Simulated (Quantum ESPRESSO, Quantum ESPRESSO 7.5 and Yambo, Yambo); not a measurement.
**SrTiO3 (Tausonite): G0W0 on several meshes in Yambo**

Aim: the GW shift of SrTiO3 (Tausonite) against the k mesh.

Method: PBE and many-body steps on it, plane waves, in Quantum ESPRESSO 7.5 and Yambo 5.3.0.

**1. The starting structure**

It takes space group Pm-3m (No. 221, cubic). The conventional cell has a = 3.905 Å, b = 3.905 Å, c = 3.905 Å, α = 90.00°, β = 90.00°, γ = 90.00°. Nearest to Sr lie 12 O at 2.76 Å. Nearest to Ti lie 6 O at 1.95 Å. Nearest to O lie 2 Ti at 1.95 Å and 4 Sr at 2.76 Å. Farther neighbours and most contacts between anions are not listed.

The cell and positions come from the Crystallography Open Database and are kept as given unless a step says otherwise.

**2. Empty states on the mesh, 4×4×4 mesh, 402 bands**

This step: Quantum ESPRESSO 7.5; DFT, PBE, plane waves, norm-conserving pseudopotentials.

The sums over transitions need many empty states on a uniform mesh; this step solves for them.

File pw.in:

```
&control
  calculation = 'nscf'
  prefix = 'x'
  outdir = 'o'
  pseudo_dir = 'pseudo'
/
&system
  ibrav = 0
  nat = 5
  ntyp = 3
  ecutwfc = 76.0
  nbnd = 402
  force_symmorphic = .true.
/
&electrons
  conv_thr = 1e-9
  electron_maxstep = 80
  diago_full_acc = .true.
  diago_thr_init = 5e-6
/
ATOMIC_SPECIES
  Sr 87.62 Sr.upf
  Ti 47.867 Ti.upf
  O 15.999 O.upf
CELL_PARAMETERS angstrom
  3.9052800000 0.0000000000 0.0000000000
  0.0000000000 3.9052800000 0.0000000000
  0.0000000000 0.0000000000 3.9052800000
ATOMIC_POSITIONS crystal
  Sr 0.5000000000 0.5000000000 0.5000000000
  Ti 0.0000000000 0.0000000000 0.0000000000
  O 0.5000000000 0.0000000000 0.0000000000
  O 0.0000000000 0.5000000000 0.0000000000
  O 0.0000000000 0.0000000000 0.5000000000
K_POINTS automatic
  4 4 4 0 0 0
```

On the command line:

```
$ OMP_NUM_THREADS=1 mpirun -n 4 pw.x -nk 4 -in pw.in > pw.out
```

Log:

```text
Program PWSCF v.7.5 starts

     This program is part of the open-source Quantum ESPRESSO suite
     for quantum simulation of materials; please cite
         "P. Giannozzi et al., J. Phys.:Condens. Matter 21 395502 (2009);
         "P. Giannozzi et al., J. Phys.:Condens. Matter 29 465901 (2017);
         "P. Giannozzi et al., J. Chem. Phys. 152 154105 (2020);
     in publications or presentations arising from this work. More details at

     Atomic positions and unit cell read from directory:
     o/x.save/

     Message from routine setup:
[...]
k = 0.0000 0.0000-0.5000 (  4484 PWs)   bands (ev):

[...]
54.5449  54.7979  54.8855  54.8855  55.5068  56.1918  56.1918  57.6651
     [... 39 further rows ...]
   193.5606 193.6019 193.6047 193.6669 193.6669 194.1554 194.5894 194.6985
   194.8577 194.8577

          k = 0.0000 0.2500 0.2500 (  4514 PWs)   bands (ev):

     [... further k-points ...]

     highest occupied, lowest unoccupied level (ev):    10.0469   11.9546

     XML data file, pseudopotentials, collected wavefunctions

=------------------------------------------------------------------------------=
   JOB DONE.
=------------------------------------------------------------------------------=
```

The job ended after 71 s (4 MPI ranks of Intel Xeon 6975P-C (Granite Rapids), shared host; peak memory 0.93 GiB).

Numbers from this step:

- gap: 1.908 eV
- k of the valence top: -0.5, -0.5, -0.5
- k of the conduction bottom: 0, 0, 0
- least direct gap: 2.263 eV
- k points computed: 10
- lowest point of the top converged band, above the valence top: 184.8108 eV

On this mesh the gap is 1.908 eV.

The density comes from a self-consistent run that is not shown.

**3. Conversion and set-up**

This step: Yambo 5.3.0; conversion and set-up on PBE, plane waves, norm-conserving pseudopotentials.

The states are converted to the many-body program's format and the q mesh is built.

On the command line:

```
$ (cd o/x.save; p2y > p2y.log; mv SAVE ../..); yambo > setup.log
```

Log:

```text
 Yambo, version 5.3.0

 [02] CORE Variables Setup
 =========================

  [02.01] Unit cells
  ==================

  Cell kind             :  CUB
  Atoms in the cell     :  Sr  Ti  O
  number of Sr atoms    :  1
  number of Ti atoms    :  1
  number of O  atoms    :  3

  List of atomic masses
  Mass of Sr    :  87.62000
  Mass of Ti    :  47.86700
  Mass of O     :  15.99900

  List of atomic coordinates    : [cc]
  Sr1       :  3.689955  3.689955  3.689955  order 1
  Ti1       :  0.000000  0.000000  0.000000  order 2
  O1       :  3.689955  0.000000  0.000000  order 3
[...]
IBZ Q-points                                      :  10
 BZ  Q-points                                      :   64

 K/Q-points units:
 rlu = crystal or reduced units; cc = cartesian coordinates; iku = interal k-units

 Q [ 1]         [rlu]:  0.000000  0.000000  0.000000
 Q [ 2]         [rlu]:  0.000000  0.000000  0.250000
 Q [ 3]         [rlu]:  0.000000  0.000000 -0.500000
[...]
Q [ 8]         [rlu]:  0.250000  0.250000 -0.500000
 Q [ 9]         [rlu]:  0.250000 -0.500000 -0.500000
 Q [10]         [rlu]: -0.500000 -0.500000 -0.500000

  [03.01] X indexes
  =================

   [03.01.01] Sigma indexes
   ========================

 [06] Game Over & Game summary
```

Elapsed: 3.6 s, on 1 MPI rank; peak memory 0.25 GiB.

**4. 4×4×4**

Now the one-shot GW correction: screening in the RPA, then the self-energy of the levels asked for.

This step: G0W0 on PBE, plane waves, norm-conserving pseudopotentials.

File gw2.in:

```
HF_and_locXC
gw0
dyson
ppa
em1d
rim_cut
RandQpts= 1000000
RandGvec= 1 RL
EXXRLvcs= 76 Ry
VXCRLvcs= 304 Ry
Chimod= "HARTREE"
% BndsRnXp
 1 | 176 |
%
NGsBlkXp= 13 Ry
% LongDrXp
 1 | 1 | 1 |
%
% GbndRnge
 1 | 176 |
%
DysSolver= "n"
ExtendOut
PPAPntXp= 27.21138 eV
% QPkrange
 10 | 10 | 19 | 22 |
 1 | 1 | 19 | 22 |
%
```

On the command line:

```
$ OMP_NUM_THREADS=1 mpirun -n 4 yambo -F gw2.in -J gw2 -C gw2 > gw2.log
```

Log:

```text
 Yambo, version 5.3.0

 [02] CORE Variables Setup
 =========================

  [... cell, symmetries and grids as in the set-up ...]

  [02.05] Energies & Occupations
  ==============================

  [X] === General ===
  [X] Electronic Temperature                        :  0.000000  0.000000 [eV K]
  [X] Bosonic    Temperature                        :  0.000000  0.000000 [eV K]
  [X] Finite Temperature mode                       : no
  [X] El. density                                   :  0.67159E+24 [cm-3]
  [X] Fermi Level                                   :  10.04689 [eV]

  [X] === Gaps and Widths ===
  [X] Conduction Band Min                           :  1.907663 [eV]
  [X] Valence Band Max                              :  0.000000 [eV]
  [X] Filled Bands                                  :  20
  [X] Empty Bands                                   :    21   402
  [X] Direct Gap                                    :  2.262791 [eV]
  [X] Direct Gap localized at k                     :  1
  [X] Indirect Gap                                  :  1.907663 [eV]
  [X] Indirect Gap between kpts                     :  10   1
  [X] Last valence band width                       :  0.731989 [eV]
  [X] 1st conduction band width                     :  2.609048 [eV]

 [03] Transferred momenta grid and indexing
 ==========================================

 IBZ Q-points                                      :  10
 BZ  Q-points                                      :   64

 K/Q-points units:
 rlu = crystal or reduced units; cc = cartesian coordinates; iku = interal k-units

 Q [ 1]         [rlu]:  0.000000  0.000000  0.000000
 Q [ 2]         [rlu]:  0.000000  0.000000  0.250000
 Q [ 3]         [rlu]:  0.000000  0.000000 -0.500000
 Q [ 4]         [rlu]:  0.000000  0.250000  0.250000
 Q [ 5]         [rlu]:  0.000000  0.250000 -0.500000
 Q [ 6]         [rlu]:  0.000000 -0.500000 -0.500000
 Q [ 7]         [rlu]:  0.250000  0.250000  0.250000
 Q [ 8]         [rlu]:  0.250000  0.250000 -0.500000
 Q [ 9]         [rlu]:  0.250000 -0.500000 -0.500000
 Q [10]         [rlu]: -0.500000 -0.500000 -0.500000

 [04] Coloumb potential Random Integration (RIM)
 ===============================================

  [04.01] RIM initialization
  ==========================

  * Diagonal components only detected *

  8 x (sBL volume)        :  0.077143 [a.u.]
  sBZ random points       :  1000000
  Points outside the sBZ  :   7992674
  RL volume               :  0.617144 [a.u.]
  Integrated volume       :  0.617710 [a.u.]

  [04.02] RIM integrals
  =====================

  Gamma point sphere radius             :  0.077218 [a.u.]
  Points outside the sphere             :   799758
  [Int_sBZ(q=0) 1/q^2]*(Vol_sBZ)^(-1/3) =:  7.677921
                                 should be <:  7.795600

  Summary of Coulomb integrals for non-metallic bands |Q|[au] RIM/Bare

  Q [1] 0.100000E-4 0.984904 * Q [2] 0.212848 1.050352
  Q [4] 0.301012 1.048056 * Q [7] 0.368663 1.034451
  Q [3] 0.425695 1.019613 * Q [5] 0.475942 1.017752
  Q [8] 0.521368 1.015471 * Q [6] 0.602024 1.012155
  Q [9] 0.638543 1.010963 * Q [10] 0.737326 1.008585

 [WARNING] [Xp] User bands 1-176 break level degeneracy

 [05] Dipoles
 ============

  [05.01] Setup: observables and procedures
  =========================================

  [WARNING] [x,Vnl] slows the Dipoles computation. To neglect it rename the ns.kb_pp file

 [06] Dynamic Dielectric Matrix (PPA)
 ====================================

 [WR./gw2//ndb.pp]---------------------------------------------------------------
  Brillouin Zone Q/K grids (IBZ/BZ)                :   10   64   10   64
  RL vectors                                       :   5743 [WF]
  Coulomb cutoff potential                         : none
  Electronic Temperature                           :  0.000000 [K]
  Bosonic    Temperature                           :  0.000000 [K]
  PPA    diel. fun.  energies                      : Perdew, Burke & Ernzerhof(X)+Perdew, Burke & Ernzerhof(C)
[...]
Global Gauge                                     : length
  X matrix size                                    :   341
  X band range                                     :    1  176
  X e/h energy range                               : -1.000000 -1.000000 [eV]
  X Time ordering                                  : R
  X Hxc Kernel                                     : HARTREE
  X Drude frequency                                :  0.000000  0.000000
  X poles                                          :  100.0000 [o/o]
  RL vectors in the sum                            :   5743
  [r,Vnl] included                                 : yes
  Field direction                                  :  0.577350E-5  0.577350E-5  0.577350E-5
  BZ energy Double Grid                            : no
  BZ energy DbGd points                            : 0
  BZ Q point size factor                           : -1.000000
  X Optical Averaged directions                    : none

 [07] Local Exchange-Correlation + Non-Local Fock
 ================================================

 [VXC] Plane waves :   36041
 [EXS] Plane waves :   4553

 QP @ state[ 1 ] K range:  1  1
 QP @ state[ 1 ] b range:  19  22
 QP @ state[ 2 ] K range:  10  10
 QP @ state[ 2 ] b range:  19  22

 [xc] Functional : Perdew, Burke & Ernzerhof(X)+Perdew, Burke & Ernzerhof(C)
 [xc] LIBXC used to calculate xc functional
  PP Number of Atomic Species                      :  3
  NLCC RL compoments                               :   36041
  PP Number of Atomic Species                      :  3
  NLCC RL compoments                               :   36041

 [xc] E_xc :  -22.32465 [Ha]
      E_xc :  -44.64929 [Ry]

  Local XC kind (lXC) : Perdew, Burke & Ernzerhof(X)+Perdew, Burke & Ernzerhof(C)
  Non-Local XC kind (nlXC) : Hartree-Fock

  Corrections @ K [1] :  [eV]
 <19|nlXC|19> = -25.25794 -0.98148E-17 <19|lXC|19> = -20.54184  0.000000
 <20|nlXC|20> = -25.25795 -0.42540E-17 <20|lXC|20> = -20.54184  0.000000
 <21|nlXC|21> = -11.48491 -0.14837E-17 <21|lXC|21> = -18.88296  0.000000
 <22|nlXC|22> = -11.48491 -0.20954E-18 <22|lXC|22> = -18.88296  0.75527E-15

  Corrections @ K [10] :  [eV]
 <19|nlXC|19> = -25.09238 -0.10312E-16 <19|lXC|19> = -20.19479  0.000000
 <20|nlXC|20> = -25.09237  0.11991E-16 <20|lXC|20> = -20.19479  0.000000
 <21|nlXC|21> = -12.96587  0.21775E-18 <21|lXC|21> = -21.98334  0.000000
 <22|nlXC|22> = -12.96587 -0.14850E-18 <22|lXC|22> = -21.98334  0.37763E-15

  [07.01] Hartree-Fock occupations report
  =======================================

  [Hartree-Fock] === General ===
  [Hartree-Fock] Electronic Temperature             :  0.000000  0.000000 [eV K]
  [Hartree-Fock] Bosonic    Temperature             :  0.000000  0.000000 [eV K]
  [Hartree-Fock] Finite Temperature mode            : no
  [Hartree-Fock] El. density                        :  0.67159E+24 [cm-3]
  [Hartree-Fock] Fermi Level                        :  10.04689 [eV]

  [Hartree-Fock] === Gaps and Widths ===
  [Hartree-Fock] Conduction Band Min                :  1.989030 [eV]
  [Hartree-Fock] Valence Band Max                   : -0.043408 [eV]
  [Hartree-Fock] Filled Bands                       :  20
  [Hartree-Fock] Empty Bands                        :    21   402
  [Hartree-Fock] Direct Gap                         :  2.584165 [eV]
  [Hartree-Fock] Direct Gap localized at k          :  2
  [Hartree-Fock] Indirect Gap                       :  2.032438 [eV]
  [Hartree-Fock] Indirect Gap between kpts          :   9   2
  [Hartree-Fock] Last valence band width            :  5.027834 [eV]
  [Hartree-Fock] 1st conduction band width          :  11.54515 [eV]

 [08] Dyson equation: Newton solver
 ==================================

  [08.01] G0W0 (W PPA)
  ====================

  [  GW  ] Bands range     :    1  176
  [GW/PPA] G damping       :  0.100000 [eV]

  QP @ state[ 1 ] K range:  1  1
  QP @ state[ 1 ] b range:  19  22
  QP @ state[ 2 ] K range:  10  10
  QP @ state[ 2 ] b range:  19  22

   Sc/G bands                                       :    1  176
   Sc/G damping                                     :  0.100000 ev
   Sc bands terminator                              : no
   Sx RL components                                 :   4553

   QP @ state[ 1 ] K range                          :  1  1
   QP @ state[ 1 ] b range                          :  19  22
   QP @ state[ 2 ] K range                          :  10  10
   QP @ state[ 2 ] b range                          :  19  22
   GF energies kind                                 : Perdew, Burke & Ernzerhof(X)+Perdew, Burke & Ernzerhof(C)
   GF WF`s kind                                     : Perdew, Burke & Ernzerhof(X)+Perdew, Burke & Ernzerhof(C)
   Xs energies kind                                 : Perdew, Burke & Ernzerhof(X)+Perdew, Burke & Ernzerhof(C)
   Xs WF`s kind                                     : Perdew, Burke & Ernzerhof(X)+Perdew, Burke & Ernzerhof(C)

 [11] Game Over & Game summary
```

Run time: 5.5 min. Hardware: 4 MPI ranks; peak memory 1.9 GiB.

This step gave:

| Property | Result |
| --- | --- |
| G0W0 gap on the points computed | 3.475 eV |
| starting gap on the mesh | 1.908 eV |
| k of the valence top | -0.5, -0.5, -0.5 |
| k of the conduction bottom | 0, 0, 0 |
| least direct G0W0 gap on the computed points | 3.844 eV |
| Z at the valence top | 0.7644 |
| Z at the conduction bottom | 0.7775 |

The gap on the mesh goes from 1.91 eV to 3.47 eV, a correction of +1.57 eV.

**5. Empty states on the mesh, 2×2×2 mesh, 176 bands**

This step: Quantum ESPRESSO 7.5; DFT, PBE, plane waves, norm-conserving pseudopotentials.

pw.in, as its differences from that of step 2:

```diff
@@ -11,3 +11,3 @@
   ecutwfc = 76.0
-  nbnd = 402
+  nbnd = 176
   force_symmorphic = .true.
@@ -35,2 +35,2 @@
 K_POINTS automatic
-  4 4 4 0 0 0
+  2 2 2 0 0 0
```

On the command line:

```
$ OMP_NUM_THREADS=1 mpirun -n 4 pw.x -nk 4 -in pw.in > pw.out
```

Log:

```text
[banner, memory and clock lines left out]
Program PWSCF v.7.5 starts

     Atomic positions and unit cell read from directory:
     o/x.save/

     Message from routine setup:
     using ibrav=0 with symmetry is DISCOURAGED, use correct ibrav instead

     G-vector sticks info

     bravais-lattice index     =            0
     lattice parameter (alat)  =       7.3799  a.u.
     unit-cell volume          =     401.9325 (a.u.)^3
     number of atoms/cell      =            5
     number of atomic types    =            3
     number of electrons       =        40.00
[...]
[... 10 further rows ...]
[...]
k = 0.0000 0.0000-0.5000 (  4484 PWs)   bands (ev):

[...]
[... 10 further rows ...]
[...]
k = 0.0000-0.5000-0.5000 (  4500 PWs)   bands (ev):

[...]
[... 10 further rows ...]
   101.4685 101.4685 104.1801 104.5606 105.7756 105.7756 105.8926 105.8926
   106.9324 107.4399 108.0482 108.0482 109.5741 109.7489 109.7847 109.7847

          k =-0.5000-0.5000-0.5000 (  4632 PWs)   bands (ev):

     highest occupied, lowest unoccupied level (ev):    10.0469   11.9546

     XML data file, pseudopotentials, collected wavefunctions
```

Wall time 6.8 s (4 MPI ranks); peak memory 0.52 GiB; 23 s of CPU time.

This step gave:

```yaml
gap: 1.908 eV
k_of_the_valence_top: -0.5, -0.5, -0.5
k_of_the_conduction_bottom: 0, 0, 0
least_direct_gap: 2.263 eV
k_points_computed: 4
lowest_point_of_the_top_converged_band_above_the_valence_top: 95.6501 eV
```

On this mesh the gap is 1.908 eV.

(Continued in part 2 of 2.)

[Paths, hosts, dates, memory and timing lines, banners, echoed tables and standing remarks are left out of the program output.]

[Logs are printed without paths, hosts, clocks, repeated set-up lines and the standing remarks that a program may print on its own settings, such as how far it seeks lower states.]

[Runs of the session that timed out or met a known fault of the program may be left out.]

[Hosts, paths, dates, database ids (printed as entryN), source tags and the programs' standing remarks are cut or masked in the printed files.]
